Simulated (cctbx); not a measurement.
# Reading a Patterson map

Space group C2/m (no. 12), a = 18.3680 Å, b = 4.6160 Å, c = 8.3070 Å, α = 90.00°, β = 113.95°, γ = 90.00°, content Yb4 Sb4 Cl4 S14.

The data are simulated with cctbx, not measured: Mo Kα, λ = 0.71073 Å, to d = 0.8 Å, 50 % of the full sphere, strongest reflection 40000 counts, noise from counting, a 3 % proportional error and a noise floor of 8 counts (s.d.); no absorption.

Patterson synthesis, origin scaled to 1000:

```text
Patterson group C 1 2/m 1
      u       v       w   height  length (A)
  0.000   0.000   0.000   1000.0     0.00
  0.231   0.500   0.964    431.5     4.95
  0.155   0.500   0.360    420.1     3.93
  0.113   0.500   0.672    333.9     4.65
  0.074   0.000   0.600    152.3     4.07
  0.129   0.000   0.913    123.9     2.75
  0.225   0.000   0.695    123.9     5.65
  0.016   0.000   0.605    119.0     3.41
  0.145   0.000   0.324    111.4     2.92
  0.111   0.500   0.009    110.8     3.06
  0.041   0.000   0.333    108.9     2.56
  0.192   0.500   0.665    101.7     5.78
  0.011   0.500   0.225    100.6     2.92
  0.212   0.500   0.351     70.2     4.45
```

**Question.** Which atom pairs make the peaks, and where is the heaviest atom?

A peak at u stands for all pairs with xi − xj = u, with weight Σ ZiZj against Σ Z² = 34744 at the origin. Peak heights follow these weights only roughly, since form factors, motion and series ripples differ, all vectors within 0.55 Å of a peak are counted as merged into it though the farther ones add only part of their weight, and F(000) is left out, which lowers the whole map:

| u | v | w | shortest length (Å) | height | 1000 ΣZiZj/ΣZ² | pairs in the cell |
| --- | --- | --- | --- | --- | --- | --- |
| 0.231 | 0.500 | 0.964 | 4.83 | 432 | 540 | 4 × Yb–Sb, 4 × Yb–S |
| 0.155 | 0.500 | 0.360 | 3.93 | 420 | 411 | 4 × Yb–Sb |
| 0.113 | 0.500 | 0.672 | 4.65 | 334 | 376 | 2 × Yb–Yb, 4 × Sb–S |
| 0.074 | 0.000 | 0.600 | 4.07 | 152 | 179 | 2 × Sb–Sb, 4 × S–S |
| 0.129 | 0.000 | 0.913 | 2.74 | 124 | 223 | 4 × Yb–S, 4 × Sb–S |
| 0.225 | 0.000 | 0.695 | 5.18 | 124 | 223 | 4 × Yb–S, 4 × Sb–S |
| 0.016 | 0.000 | 0.605 | 3.41 | 119 | 137 | 4 × Yb–Cl |
| 0.145 | 0.000 | 0.324 | 2.92 | 111 | 144 | 4 × Yb–S, 2 × S–S |
| 0.111 | 0.500 | 0.009 | 3.06 | 111 | 158 | 4 × Yb–S, 4 × S–S |
| 0.041 | 0.000 | 0.333 | 2.55 | 109 | 188 | 8 × Sb–S |

The table stops at ten peaks or at a height of 45, below which ripples compete. In the model behind the data Yb, the heaviest element, has 1 independent site: (0.3074, 0, 0.8362), up to an allowed shift of origin; the Yb–Yb vectors are differences of these positions and their symmetry mates. The whole model:

| atom | mult. | x | y | z | Ueq (Å²) |
| --- | --- | --- | --- | --- | --- |
| Yb1 | 4 | 0.3074 | 0 | 0.8362 | 0.0033 |
| Sb1 | 4 | 0.4628 | 1/2 | 0.1987 | 0.0037 |
| Cl1 | 4 | 0.1746 | 1/2 | 0.5587 | 0.0058 |
| S1 | 4 | 0.3234 | 1/2 | 0.0633 | 0.0060 |
| S2 | 4 | 0.4183 | 1/2 | 0.8456 | 0.0045 |
| S3 | 2 | 0 | 0 | 1/2 | 0.0081 |
| S4 | 4 | 0.4529 | 0 | 0.1646 | 0.0058 |

This is a model crystal, built by substitution and not relaxed, with assumed displacement parameters.

[Logs are printed without paths, hosts, clocks, repeated set-up lines and the standing remarks that a program may print on its own settings, such as how far it seeks lower states.]
